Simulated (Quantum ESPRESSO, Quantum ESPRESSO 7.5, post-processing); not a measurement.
## Rh(100), 5 layers: k-mesh convergence

Which setting serves for Rh(100), 5 layers? The runs below step through one kind of setting.

Program: Quantum ESPRESSO 7.5. Level of theory: plane-wave DFT, PBE, SSSP efficiency pseudopotentials. Results are calculated unless marked as measured.

Report form: the programs' logs are mostly left out.

### Step 1. Starting point

The cell holds 5 atoms: 5 Rh. Cell: a = 2.687 Å, b = 2.687 Å, c = 23.600 Å, α = 90.0°, β = 90.0°, γ = 90.0°. It derives from Rh. Vacuum lies along c.

### Step 2. Self-consistent run: 24×24×1 points

The first run is the reference of the series.

File c0.in:

```
&control
  prefix = 'c0'
  outdir = './out'
  pseudo_dir = './pseudo'
  calculation = 'scf'
  tprnfor = .true.
/
&system
  ibrav = 0
  nat = 5
  ntyp = 1
  ecutwfc = 45
  ecutrho = 360
  occupations = 'smearing'
  smearing = 'mv'
  degauss = 0.02
  assume_isolated = 'esm'
  esm_bc = 'bc1'
/
&electrons
  conv_thr = 1e-07
  mixing_beta = 0.4
  electron_maxstep = 120
  mixing_mode = 'local-TF'
/
ATOMIC_SPECIES
  Rh  102.9055  Rh_ONCV_PBE-1.0.oncvpsp.upf
CELL_PARAMETERS angstrom
  2.68700576850888 0.00000000000000 0.00000000000000
  0.00000000000000 2.68700576850888 0.00000000000000
  0.00000000000000 0.00000000000000 23.60000000000000
ATOMIC_POSITIONS crystal
  Rh  0.000000000000 0.000000000000 -0.161016949153
  Rh  0.500000000000 0.500000000000 -0.080508474576
  Rh  0.000000000000 0.000000000000 0.000000000000
  Rh  0.500000000000 0.500000000000 0.080508474576
  Rh  0.000000000000 0.000000000000 0.161016949153
K_POINTS automatic
  24 24 1 0 0 0
```

The run is started by

```
> OMP_NUM_THREADS=1 mpirun -n 4 pw.x -nk 4 -in c0.in > c0.out
```

It took 4 min on 4 MPI ranks of Arm Neoverse V2, shared host; peak memory 0.94 GiB.

Numbers from this step:

```
free energy                                                    : -14754.9456 eV
Fermi energy                                                   : -5.088 eV
vacuum line at the lower end of the cell, over the Fermi level : 5.088 eV
vacuum line at the upper end of the cell, over the Fermi level : 5.088 eV
```

Electrostatic potential energy of an electron; zero at the Fermi level. Potential energy, planar mean against z:

| z (Å) | potential energy, planar mean (eV) |
| --- | --- |
| -11.5 | 5.09 |
| -11.0 | 5.09 |
| -10.5 | 5.09 |
| -10.0 | 5.09 |
| -9.5 | 5.09 |
| -9.0 | 5.09 |
| -8.5 | 5.09 |
| -8.0 | 5.09 |
| -7.5 | 5.08 |
| -7.0 | 5.08 |
| -6.5 | 5.04 |
| -6.0 | 4.92 |
| -5.5 | 4.47 |
| -5.0 | 2.79 |
| -4.5 | -4.03 |
| -4.0 | -24.3 |
| -3.5 | -20.3 |
| -3.0 | -3.62 |
| -2.5 | -8.03 |
| -2.0 | -27.5 |
| -1.5 | -16.2 |
| -1.0 | -3.32 |
| -0.5 | -11.8 |
| 0.0 | -28.6 |
| 0.5 | -11.8 |
| 1.0 | -3.32 |
| 1.5 | -16.2 |
| 2.0 | -27.5 |
| 2.5 | -8.03 |
| 3.0 | -3.62 |
| 3.5 | -20.3 |
| 4.0 | -24.3 |
| 4.5 | -4.03 |
| 5.0 | 2.79 |
| 5.5 | 4.47 |
| 6.0 | 4.92 |
| 6.5 | 5.04 |
| 7.0 | 5.08 |
| 7.5 | 5.08 |
| 8.0 | 5.09 |
| 8.5 | 5.09 |
| 9.0 | 5.09 |
| 9.5 | 5.09 |
| 10.0 | 5.09 |
| 10.5 | 5.09 |
| 11.0 | 5.09 |
| 11.5 | 5.09 |

The program's own clock; routines nest. Time by routine:

| routine | wall time (s) | calls |
| --- | --- | --- |
| PWSCF | 241.1 | 1 |
| electrons | 237 | 1 |
| c_bands | 214.3 | 19 |
| cegterg | 186.4 | 437 |
| h_psi | 121.4 | 4919 |
| fftw | 100.5 | 157110 |
| vloc_psi | 94.93 | 4919 |
| sum_band | 16.94 | 19 |
| calbec | 13.66 | 5011 |
| add_vuspsi | 13.07 | 4919 |
| h_psi:calbec | 12.86 | 4919 |
| cdiaghg | 11.72 | 4896 |
| mix_rho | 3.71 | 19 |
| init_run | 2.95 | 1 |

The vacuum levels are read from the outermost 0.7 Å of the cell on either side.

The run needed 19 iterations to bring the estimated error under 1e-07 Ry; the largest force on any atom, held or free, is 0.67 eV/Å.

Inside the slab this potential holds the local part of the pseudopotentials, which can be repulsive at the nuclei; only its value in the vacuum has a meaning of its own.

### Step 3. Self-consistent run: 17×17×1 points

c1.in is the input of step 2 with these lines changed:

```diff
@@ -1,3 +1,3 @@
 &control
-  prefix = 'c0'
+  prefix = 'c1'
   outdir = './out'
@@ -38,2 +38,2 @@
 K_POINTS automatic
-  24 24 1 0 0 0
+  17 17 1 0 0 0
```

The run is started by

```
> OMP_NUM_THREADS=1 mpirun -n 4 pw.x -nk 4 -in c1.in > c1.out
```

Run time: 2.3 min. Hardware: 4 MPI ranks; peak memory 0.71 GiB; 9.3 min of CPU time.

Read from the output:

```
free energy                                                    : -14754.9449 eV
Fermi energy                                                   : -5.085 eV
vacuum line at the lower end of the cell, over the Fermi level : 5.085 eV
vacuum line at the upper end of the cell, over the Fermi level : 5.086 eV
```

The program's own clock; routines nest. Time by routine:

| routine | wall time (s) | calls |
| --- | --- | --- |
| PWSCF | 139.5 | 1 |
| electrons | 137.1 | 1 |
| c_bands | 120.8 | 21 |
| cegterg | 105.3 | 252 |
| h_psi | 68.41 | 2877 |
| fftw | 56.72 | 88832 |
| vloc_psi | 53.47 | 2877 |
| sum_band | 9.82 | 21 |
| calbec | 7.66 | 2925 |
| add_vuspsi | 7.4 | 2877 |
| h_psi:calbec | 7.25 | 2877 |
| cdiaghg | 6.84 | 2865 |
| mix_rho | 4.28 | 21 |
| ffts | 2.48 | 2075 |

Counted from each run's own zero (the Fermi level), the vacuum level differs from the first run's by -2 meV.

### Step 4. SCF with pw.x: 12×12×1 points

c2.in is the input of step 3 with these lines changed:

```diff
@@ -1,3 +1,3 @@
 &control
-  prefix = 'c1'
+  prefix = 'c2'
   outdir = './out'
@@ -38,2 +38,2 @@
 K_POINTS automatic
-  17 17 1 0 0 0
+  12 12 1 0 0 0
```

The run is started by

```
> OMP_NUM_THREADS=1 mpirun -n 4 pw.x -nk 4 -in c2.in > c2.out
```

The job ended after 88 s (4 MPI ranks; peak memory 0.63 GiB).

This step gave:

| Item | Value |
| --- | --- |
| free energy | -14754.9355 eV |
| vacuum line at the upper end of the cell, over the Fermi level | 5.085 eV |

The program's own clock; routines nest. Time by routine:

| routine | wall time (s) | calls |
| --- | --- | --- |
| PWSCF | 87.43 | 1 |
| electrons | 85.82 | 1 |
| c_bands | 73.37 | 21 |
| cegterg | 62.54 | 147 |
| h_psi | 41.05 | 1534 |
| fftw | 33.96 | 53270 |
| vloc_psi | 32.14 | 1534 |
| sum_band | 5.87 | 21 |
| calbec | 4.57 | 1562 |
| add_vuspsi | 4.39 | 1534 |
| mix_rho | 4.34 | 21 |
| h_psi:calbec | 4.32 | 1534 |
| cdiaghg | 3.62 | 1527 |
| ffts | 2.52 | 2111 |

Counted from each run's own zero (the Fermi level), the vacuum level differs from the first run's by -3 meV.

### Step 5. Ground state: 9×9×1 points

c3.in is the input of step 4 with these lines changed:

```diff
@@ -1,3 +1,3 @@
 &control
-  prefix = 'c2'
+  prefix = 'c3'
   outdir = './out'
@@ -38,2 +38,2 @@
 K_POINTS automatic
-  12 12 1 0 0 0
+  9 9 1 0 0 0
```

The run is started by

```
> OMP_NUM_THREADS=1 mpirun -n 4 pw.x -nk 4 -in c3.in > c3.out
```

Run time: 63 s. Hardware: 4 MPI ranks; peak memory 0.57 GiB; 4.2 min of CPU time.

Read from the output:

| Item | Value |
| --- | --- |
| free energy | -14754.9194 eV |
| Fermi energy | -5.101 eV |
| vacuum line at the lower end of the cell, over the Fermi level | 5.101 eV |
| vacuum line at the upper end of the cell, over the Fermi level | 5.101 eV |

The program's own clock; routines nest. Time by routine:

| routine | wall time (s) | calls |
| --- | --- | --- |
| PWSCF | 62.18 | 1 |
| electrons | 61.05 | 1 |
| c_bands | 47.57 | 28 |
| cegterg | 42.64 | 112 |
| h_psi | 28.29 | 1106 |
| fftw | 23.62 | 37342 |
| vloc_psi | 22.11 | 1106 |
| mix_rho | 6.01 | 28 |
| sum_band | 4.52 | 28 |
| ffts | 3.48 | 2910 |
| calbec | 3.12 | 1122 |
| add_vuspsi | 3.05 | 1106 |
| h_psi:calbec | 2.99 | 1106 |
| v_of_rho | 2.62 | 29 |

Counted from each run's own zero (the Fermi level), the vacuum level differs from the first run's by +13 meV.

### Step 6. SCF with pw.x: 6×6×1 points

c4.in is the input of step 5 with these lines changed:

```diff
@@ -1,3 +1,3 @@
 &control
-  prefix = 'c3'
+  prefix = 'c4'
   outdir = './out'
@@ -38,2 +38,2 @@
 K_POINTS automatic
-  9 9 1 0 0 0
+  6 6 1 0 0 0
```

The run is started by

```
> OMP_NUM_THREADS=1 mpirun -n 4 pw.x -nk 2 -in c4.in > c4.out
```

Run time: 32 s. Hardware: 4 MPI ranks; peak memory 0.36 GiB; 2.1 min of CPU time.

Numbers from this step:

```
free energy                                                    : -14754.8697 eV
Fermi energy                                                   : -5.171 eV
vacuum line at the lower end of the cell, over the Fermi level : 5.171 eV
vacuum line at the upper end of the cell, over the Fermi level : 5.171 eV
```

The program's own clock; routines nest. Time by routine:

| routine | wall time (s) | calls |
| --- | --- | --- |
| PWSCF | 31.69 | 1 |
| electrons | 30.97 | 1 |
| c_bands | 25.91 | 20 |
| cegterg | 23.95 | 100 |
| h_psi | 15.23 | 1104 |
| fftw | 12.99 | 35960 |
| vloc_psi | 12.16 | 1104 |
| cdiaghg | 2.57 | 1099 |
| sum_band | 2.26 | 20 |
| mix_rho | 1.75 | 20 |
| calbec | 1.6 | 1124 |
| h_psi:calbec | 1.51 | 1104 |
| add_vuspsi | 1.49 | 1104 |
| v_of_rho | 0.96 | 21 |

Counted from each run's own zero (the Fermi level), the vacuum level differs from the first run's by +83 meV.

### Step 7. Self-consistent run: 4×4×1 points

c5.in is the input of step 6 with these lines changed:

```diff
@@ -1,3 +1,3 @@
 &control
-  prefix = 'c4'
+  prefix = 'c5'
   outdir = './out'
@@ -38,2 +38,2 @@
 K_POINTS automatic
-  6 6 1 0 0 0
+  4 4 1 0 0 0
```

The run is started by

```
> OMP_NUM_THREADS=1 mpirun -n 4 pw.x -nk 1 -in c5.in > c5.out
```

Run time: 21 s. Hardware: 4 MPI ranks; peak memory 0.28 GiB; 85 s of CPU time.

Read from the output:

* free energy: -14755.6530 eV
* Fermi energy: -5.089 eV
* vacuum line at the lower end of the cell, over the Fermi level: 5.089 eV
* vacuum line at the upper end of the cell, over the Fermi level: 5.089 eV

The program's own clock; routines nest. Time by routine:

| routine | wall time (s) | calls |
| --- | --- | --- |
| PWSCF | 20.76 | 1 |
| electrons | 20.29 | 1 |
| c_bands | 17.54 | 19 |
| cegterg | 17.26 | 114 |
| h_psi | 10.01 | 1315 |
| fftw | 8.43 | 45006 |
| vloc_psi | 7.99 | 1315 |
| cdiaghg | 3.06 | 1309 |
| sum_band | 1.31 | 19 |
| calbec | 1.06 | 1339 |
| h_psi:calbec | 1.01 | 1315 |
| add_vuspsi | 0.96 | 1315 |
| mix_rho | 0.95 | 19 |
| ffts | 0.5 | 1873 |

Counted from each run's own zero (the Fermi level), the vacuum level differs from the first run's by +1 meV.

### Step 8. The series side by side

All levels:

| level | vacuum level over the Fermi level (eV) | its change from the first (meV) | energy from the first (meV an atom) | SCF iterations | wall time (s) | peak memory (GiB) | CPU time (s) |
| --- | --- | --- | --- | --- | --- | --- | --- |
| 24×24×1 points | 5.088 | 0 | 0 | 19 | 241.6 | 0.94 | 966.2 |
| 17×17×1 points | 5.086 | -2.5 | 0.132 | 21 | 140.1 | 0.71 | 559.9 |
| 12×12×1 points | 5.085 | -2.6 | 2.016 | 21 | 87.98 | 0.63 | 351.6 |
| 9×9×1 points | 5.101 | 13.2 | 5.237 | 28 | 62.73 | 0.57 | 250.6 |
| 6×6×1 points | 5.171 | 83.2 | 15.18 | 20 | 32.23 | 0.36 | 128.6 |
| 4×4×1 points | 5.089 | 1.2 | -141.5 | 19 | 21.3 | 0.28 | 84.87 |

### Step 9. Summary of results

| Item | Value |
| --- | --- |
| vacuum level over the Fermi level, 24×24×1 points | 5.088 eV |
| cheapest step of the main series that, with all steps before it, keeps the vacuum level within 20 meV of the first | 9×9×1 points: +13 meV, 4.2 min of CPU time against 16 min |
| setting with the largest shift of the level | 6×6×1 points: +83 meV |

The cheapest step of the main series that, with all steps before it, keeps the vacuum level within 20 meV of the first is 9×9×1 points: +13 meV, 4.2 min of CPU time against 16 min. Over the series the energy moves by up to 141 meV an atom and the vacuum level by up to 83 meV. The error doesn't fall steadily with the mesh, as is usual for a Fermi surface. The times come from a shared host and are rough. Peak memory is sampled during the run and can miss the peak. The geometry is as built, not relaxed.

[Logs are printed without paths, hosts, clocks, repeated set-up lines and the standing remarks that a program may print on its own settings, such as how far it seeks lower states.]

[Hosts, paths, dates, database ids (printed as entryN), source tags and the programs' standing remarks are cut or masked in the printed files.]

[Maps of the electrostatic potential energy from Ansatz leave out the sawtooth potential of an applied field or a dipole correction, so their vacuum need not be flat; planar profiles and work functions include it.]
